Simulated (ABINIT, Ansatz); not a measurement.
## Osmium (P6_3/mmc): phonons by linear response

How does Osmium (P6_3/mmc) vibrate, and is this structure a minimum?

Program: ABINIT 10.8.3. Level of theory: DFT PBE, scalar-relativistic, plane waves, PseudoDojo norm-conserving pseudopotentials. Results are calculated unless marked as measured.

## 1. Starting point

Symmetry: P6_3/mmc, No. 194, hexagonal system. The conventional cell has a = 2.734 Å, b = 2.734 Å, c = 4.320 Å, α = 90.00°, β = 90.00°, γ = 120.00°. Nearest to Os lie 12 Os at 2.68 to 2.73 Å.

## 2. A first look

A first run with smearing and empty bands tells whether the crystal has a gap, which decides between fixed occupations and smearing later on.

Contents of probe.abi:

```
# ground state
tolvrs 1.0d-08
prtden 1
prtwf 1

# basis, mesh and filling
ecut 33.0
ngkpt 9 9 4
nshiftk 1
shiftk 0.0 0.0 0.0
istwfk *1
occopt 7
tsmear 0.005
nband 24
nstep 100
diemac 9.0
prtebands 0
prtgsr 0

# cell and atoms
acell 3*1.0 Angstrom
rprim 
    2.7341 0.0 0.0
    -1.36705 2.367800057 0.0
    0.0 0.0 4.3197
ntypat 1
znucl 76
natom 2
typat 1 1
xred 
    1/3 2/3 0.25
    2/3 1/3 0.75
pp_dirpath "./pseudo"
pseudos "Os.upf"
```

Run with:

```
> OMP_NUM_THREADS=1 mpirun -n 16 abinit probe.abi > probe.log
```

Numbers of over 12 decimals in the logs are rounded to 6 here.

probe.abo, the main output file:

```text
[banners, grids, parts of the stress and lines that vanish by symmetry left out]
- input  file    -> probe.abi
- output file    -> probe.abo
- root for input  files -> probei
[...]
Symmetries : space group P6_3/m m c (#194); Bravais hP (primitive hexag.)
[...]
mpw =        1743          nfft =       40500          nkpt =          36
[...]
== DATASET  1 ==================================================================
[...]
-    --> not optimal distribution: autoparal keyword recommended in input file <--
[...]
cutoff_energies: {ecut:  33.0, pawecutdg:  -1.0, }
[...]
ETOT  1  -202.28283911868    -2.023E+02 1.028E-01 4.220E+01
 ETOT  2  -202.37749157245    -9.465E-02 2.942E-02 1.286E+01
 ETOT  3  -202.38110206355    -3.610E-03 2.415E-03 2.455E-03
 ETOT  4  -202.38110381941    -1.756E-06 8.183E-04 6.247E-05
 ETOT  5  -202.38110383569    -1.628E-08 4.675E-04 2.306E-07
 ETOT  6  -202.38110383574    -4.883E-11 2.504E-04 5.356E-09
 At SCF step    6       vres2   =  5.36E-09 < tolvrs=  1.00E-08 =>converged.
[...]
sigma(1 1)= -2.53919281E-04  sigma(3 2)=  0.00000000E+00
  sigma(2 2)= -2.53919301E-04  sigma(3 1)=  0.00000000E+00
  sigma(3 3)= -2.47564567E-04  sigma(2 1)=  0.00000000E+00
[...]
convergence: {deltae: -4.883E-11, res2:  5.356E-09, residm:  2.504E-04, diffor: null, }
etotal    :  -2.02381104E+02
[...]
sigma(1 1)= -2.53919281E-04  sigma(3 2)=  0.00000000E+00
  sigma(2 2)= -2.53919301E-04  sigma(3 1)=  0.00000000E+00
  sigma(3 3)= -2.47564567E-04  sigma(2 1)=  0.00000000E+00
[...]
- sigma(1 1)= -7.47056317E+00  sigma(3 2)=  0.00000000E+00
- sigma(2 2)= -7.47056377E+00  sigma(3 1)=  0.00000000E+00
- sigma(3 3)= -7.28360104E+00  sigma(2 1)=  0.00000000E+00
[...]
fcart      3.3353840475E-27  3.8513697545E-27 -0.0000000000E+00
           strten     -2.5391928117E-04 -2.5391930136E-04 -2.4756456730E-04
================================================================================

[key lines of the parts left out:]
pressure_GPa:   7.4082E+00
```

It took 4.4 s on 16 MPI ranks of Arm Neoverse V2, shared host; 68 s of CPU time.

This step gave:

```yaml
volume_per_atom: 13.98 Å³
pressure: 7.408 GPa
gap_on_the_k_mesh: 0 eV
```

No gap opens on this mesh, so smearing is kept; the printed pressure holds the stress of the finite basis too.

## 3. Relaxing the cell and atoms

The harmonic expansion needs vanishing forces, and a free crystal bears no stress, so cell and atoms are brought to rest. Stress is more sensitive to the basis than forces are: the last 3 Ha under the cutoff are smoothed with ecutsm, and the cutoff is raised above that of the later runs.

Contents of relax.abi:

```
# relaxation
ionmov 2
optcell 2
dilatmx 1.08
ntime 40
tolmxf 1.0d-05
tolvrs 1.0d-14
prtwf 0
prtden 0
chksymtnons 0

# basis, mesh and filling
ecut 41.0
ecutsm 3.0
ngkpt 12 12 6
nshiftk 1
shiftk 0.0 0.0 0.0
istwfk *1
occopt 7
tsmear 0.01
nband 24
nstep 100
diemac 1000000.0
prtebands 0
prtgsr 0

# cell and atoms
acell 3*1.0 Angstrom
rprim 
    2.7341 0.0 0.0
    -1.36705 2.367800057 0.0
    0.0 0.0 4.3197
ntypat 1
znucl 76
natom 2
typat 1 1
xred 
    1/3 2/3 0.25
    2/3 1/3 0.75
pp_dirpath "./pseudo"
pseudos "Os.upf"
```

Run with:

```
> OMP_NUM_THREADS=1 mpirun -n 16 abinit relax.abi > relax.log
```

relax.abo, the main output file:

```text
[banners, grids, parts of the stress and lines that vanish by symmetry left out]
- input  file    -> relax.abi
- output file    -> relax.abo
- root for input  files -> relaxi
[...]
Symmetries : space group P6_3/m m c (#194); Bravais hP (primitive hexag.)
[...]
mpw =        3003          nfft =       69984          nkpt =          76
[...]
== DATASET  1 ==================================================================
[...]
cutoff_energies: {ecut:  41.0, pawecutdg:  -1.0, }
[...]
ETOT  1  -202.27798550012    -2.023E+02 1.282E-01 7.297E+01
 ETOT  2  -202.37810766581    -1.001E-01 1.631E-02 1.956E+01
 ETOT  3  -202.38132262028    -3.215E-03 4.495E-03 8.617E-03
 ETOT  4  -202.38132618582    -3.566E-06 3.379E-03 2.150E-04
 ETOT  5  -202.38132621945    -3.364E-08 3.482E-03 3.475E-06
[...]
At SCF step    9       vres2   =  2.61E-15 < tolvrs=  1.00E-14 =>converged.
[...]
sigma(1 1)= -2.65579317E-04  sigma(3 2)=  0.00000000E+00
  sigma(2 2)= -2.65579337E-04  sigma(3 1)=  0.00000000E+00
  sigma(3 3)= -3.12737913E-04  sigma(2 1)=  0.00000000E+00
[...]
convergence: {deltae: -1.165E-12, res2:  2.607E-15, residm:  1.579E-04, diffor: null, }
etotal    :  -2.02381326E+02
[...]
ETOT  1  -202.37566248567    -2.024E+02 7.802E-05 3.921E+01
[...]
At SCF step    9       vres2   =  6.20E-16 < tolvrs=  1.00E-14 =>converged.
[...]
sigma(1 1)=  7.03689224E-05  sigma(3 2)=  0.00000000E+00
  sigma(2 2)=  7.03689031E-05  sigma(3 1)=  0.00000000E+00
  sigma(3 3)=  7.79055205E-05  sigma(2 1)=  0.00000000E+00
[...]
convergence: {deltae: -2.586E-12, res2:  6.202E-16, residm:  5.059E-05, diffor: null, }
etotal    :  -2.02381811E+02
[...]
ETOT  1  -202.38157161244    -2.024E+02 1.238E-02 1.735E+00
[...]
At SCF step    8       vres2   =  2.41E-15 < tolvrs=  1.00E-14 =>converged.
[...]
sigma(1 1)=  2.64525597E-06  sigma(3 2)=  0.00000000E+00
  sigma(2 2)=  2.64523646E-06  sigma(3 1)=  0.00000000E+00
  sigma(3 3)=  1.67438092E-06  sigma(2 1)=  0.00000000E+00
[...]
convergence: {deltae:  5.969E-13, res2:  2.412E-15, residm:  1.051E-04, diffor: null, }
etotal    :  -2.02381850E+02
[...]
ETOT  1  -202.38184933228    -2.024E+02 4.726E-04 1.854E-03
[...]
At SCF step    7       vres2   =  3.31E-15 < tolvrs=  1.00E-14 =>converged.
[...]
sigma(1 1)=  1.56917952E-07  sigma(3 2)=  0.00000000E+00
  sigma(2 2)=  1.56898432E-07  sigma(3 1)=  0.00000000E+00
  sigma(3 3)= -3.39612401E-07  sigma(2 1)=  0.00000000E+00
[...]
convergence: {deltae: -1.677E-12, res2:  3.305E-15, residm:  4.029E-05, diffor: null, }
etotal    :  -2.02381850E+02
[...]
ETOT  1  -202.38184963014    -2.024E+02 8.339E-05 1.203E-05
[...]
At SCF step    6       vres2   =  1.31E-15 < tolvrs=  1.00E-14 =>converged.
[...]
sigma(1 1)=  3.84608215E-08  sigma(3 2)=  0.00000000E+00
  sigma(2 2)=  3.84413016E-08  sigma(3 1)=  0.00000000E+00
  sigma(3 3)= -1.44722111E-07  sigma(2 1)=  0.00000000E+00
[...]
convergence: {deltae: -1.478E-12, res2:  1.308E-15, residm:  5.815E-05, diffor: null, }
etotal    :  -2.02381850E+02
[...]
ETOT  1  -202.38184963159    -2.024E+02 3.544E-05 4.237E-06
[...]
ETOT  5  -202.38184963230    -3.240E-12 2.439E-06 3.525E-13
 ETOT  6  -202.38184963230    -1.307E-12 7.208E-06 2.679E-16
 At SCF step    6       vres2   =  2.68E-16 < tolvrs=  1.00E-14 =>converged.
[...]
sigma(1 1)= -6.81504027E-10  sigma(3 2)=  0.00000000E+00
  sigma(2 2)= -7.01023829E-10  sigma(3 1)=  0.00000000E+00
  sigma(3 3)= -8.00948183E-10  sigma(2 1)=  0.00000000E+00
[...]
convergence: {deltae: -1.307E-12, res2:  2.679E-16, residm:  7.208E-06, diffor: null, }
etotal    :  -2.02381850E+02
[...]
At Broyd/MD step   6, gradients are converged :
[...]
sigma(1 1)= -6.81504027E-10  sigma(3 2)=  0.00000000E+00
  sigma(2 2)= -7.01023829E-10  sigma(3 1)=  0.00000000E+00
  sigma(3 3)= -8.00948183E-10  sigma(2 1)=  0.00000000E+00
[...]
- sigma(1 1)= -2.00505407E-05  sigma(3 2)=  0.00000000E+00
- sigma(2 2)= -2.06248331E-05  sigma(3 1)=  0.00000000E+00
- sigma(3 3)= -2.35647091E-05  sigma(2 1)=  0.00000000E+00
[...]
fcart      4.1436275149E-27 -1.4353946764E-27 -6.3947804043E-32
           strten     -6.8150402682E-10 -7.0102382926E-10 -8.0094818278E-10
================================================================================

[key lines of the parts left out:]
pressure_GPa:   2.1413E-05
Total energy (etotal) [Ha]= -2.02381849632302E+02
```

Elapsed: 59 s, on 16 MPI ranks; 16 min of CPU time.

Step by step:

| step | energy less that of the first step (eV) | largest force (eV/Å) | volume (Å³) |
| --- | --- | --- | --- |
| 1 | 0.0000 | 0.0000 | 27.96 |
| 2 | -0.0132 | 0.0000 | 28.68 |
| 3 | -0.0142 | 0.0000 | 28.53 |
| 4 | -0.0142 | 0.0000 | 28.52 |
| 5 | -0.0142 | 0.0000 | 28.52 |
| 6 | -0.0142 | 0.0000 | 28.52 |

| conventional cell, symmetrised | before | after | change |
| --- | --- | --- | --- |
| a (Å) | 2.734 | 2.751 | +0.6 % |
| b (Å) | 2.734 | 2.751 | +0.6 % |
| c (Å) | 4.320 | 4.352 | +0.7 % |
| volume (Å³/atom) | 13.98 | 14.26 | +2.0 % |

Final coordinates:

```
Os
1.0
     2.75099    0.00000    0.00000
    -1.37550    2.38243    0.00000
     0.00000    0.00000    4.35196
Os
2
Direct
  0.33333 0.66667 0.25000
  0.66667 0.33333 0.75000
```

This step gave:

```
volume per atom : 14.26 Å³
pressure        : 2.14e-5 GPa
```

The volume changes by +2.0 % in this run and stands +2.0 % from the first cell.

## 4. Self-consistent run for the response

First-order wavefunctions inherit every error of the ground state, hence the very tight tolvrs. Smearing stays on, as the first look found no gap above 0.3 eV.

Contents of gs.abi:

```
# ground state
tolvrs 1.0d-16
prtden 1
prtwf 1

# basis, mesh and filling
ecut 33.0
ngkpt 12 12 6
nshiftk 1
shiftk 0.0 0.0 0.0
istwfk *1
occopt 7
tsmear 0.01
nband 24
nstep 100
diemac 1000000.0
prtebands 0
prtgsr 0

# cell and atoms
acell 3*1.0 Angstrom
rprim 
    2.750993392 0.0 0.0
    -1.375496696 2.382430164 0.0
    0.0 0.0 4.351957766
ntypat 1
znucl 76
natom 2
typat 1 1
xred 
    1/3 2/3 0.25
    2/3 1/3 0.75
pp_dirpath "./pseudo"
pseudos "Os.upf"
```

Run with:

```
> OMP_NUM_THREADS=1 mpirun -n 16 abinit gs.abi > gs.log
```

gs.abo, the main output file:

```text
[banners, grids, parts of the stress and lines that vanish by symmetry left out]
- input  file    -> gs.abi
- output file    -> gs.abo
- root for input  files -> gsi
[...]
Symmetries : space group P6_3/m m c (#194); Bravais hP (primitive hexag.)
[...]
mpw =        1773          nfft =       40500          nkpt =          76
[...]
== DATASET  1 ==================================================================
[...]
cutoff_energies: {ecut:  33.0, pawecutdg:  -1.0, }
[...]
ETOT  1  -202.28338308592    -2.023E+02 1.273E-01 4.267E+01
 ETOT  2  -202.37826471690    -9.488E-02 1.107E-02 1.145E+01
 ETOT  3  -202.38157848025    -3.314E-03 2.041E-03 5.059E-03
 ETOT  4  -202.38158097679    -2.497E-06 2.478E-03 9.236E-05
 ETOT  5  -202.38158100007    -2.328E-08 1.503E-03 1.859E-06
[...]
ETOT  9  -202.38158100065     2.586E-12 4.129E-04 1.891E-15
 ETOT 10  -202.38158100065    -3.382E-12 1.257E-04 8.214E-18
 At SCF step   10       vres2   =  8.21E-18 < tolvrs=  1.00E-16 =>converged.
[...]
sigma(1 1)=  2.32712442E-05  sigma(3 2)=  0.00000000E+00
  sigma(2 2)=  2.32712107E-05  sigma(3 1)=  0.00000000E+00
  sigma(3 3)=  2.36929165E-05  sigma(2 1)=  0.00000000E+00
[...]
convergence: {deltae: -3.382E-12, res2:  8.214E-18, residm:  1.257E-04, diffor: null, }
etotal    :  -2.02381581E+02
[...]
sigma(1 1)=  2.32712442E-05  sigma(3 2)=  0.00000000E+00
  sigma(2 2)=  2.32712107E-05  sigma(3 1)=  0.00000000E+00
  sigma(3 3)=  2.36929165E-05  sigma(2 1)=  0.00000000E+00
[...]
- sigma(1 1)=  6.84663641E-01  sigma(3 2)=  0.00000000E+00
- sigma(2 2)=  6.84662656E-01  sigma(3 1)=  0.00000000E+00
- sigma(3 3)=  6.97069669E-01  sigma(2 1)=  0.00000000E+00
[...]
fcart      3.3149020099E-27 -1.9138595670E-27 -0.0000000000E+00
           strten      2.3271244164E-05  2.3271210681E-05  2.3692916483E-05
================================================================================

[key lines of the parts left out:]
pressure_GPa:  -6.8880E-01
```

It took 8.7 s on 16 MPI ranks; 2.3 min of CPU time.

Read from the output:

```
pressure : -0.6888 GPa
```

The cell stands at -0.69 GPa: the relaxation ran with a smoothed and higher cutoff, and the difference is a stress of the finite basis.

(Continued in part 2 of 4.)

[Host names and launcher messages were left out of these logs when they were recorded.]

[Logs are printed without paths, hosts, clocks, repeated set-up lines and the standing remarks that a program may print on its own settings, such as how far it seeks lower states.]

[Hosts, paths, dates, database ids (printed as entryN), source tags and the programs' standing remarks are cut or masked in the printed files.]
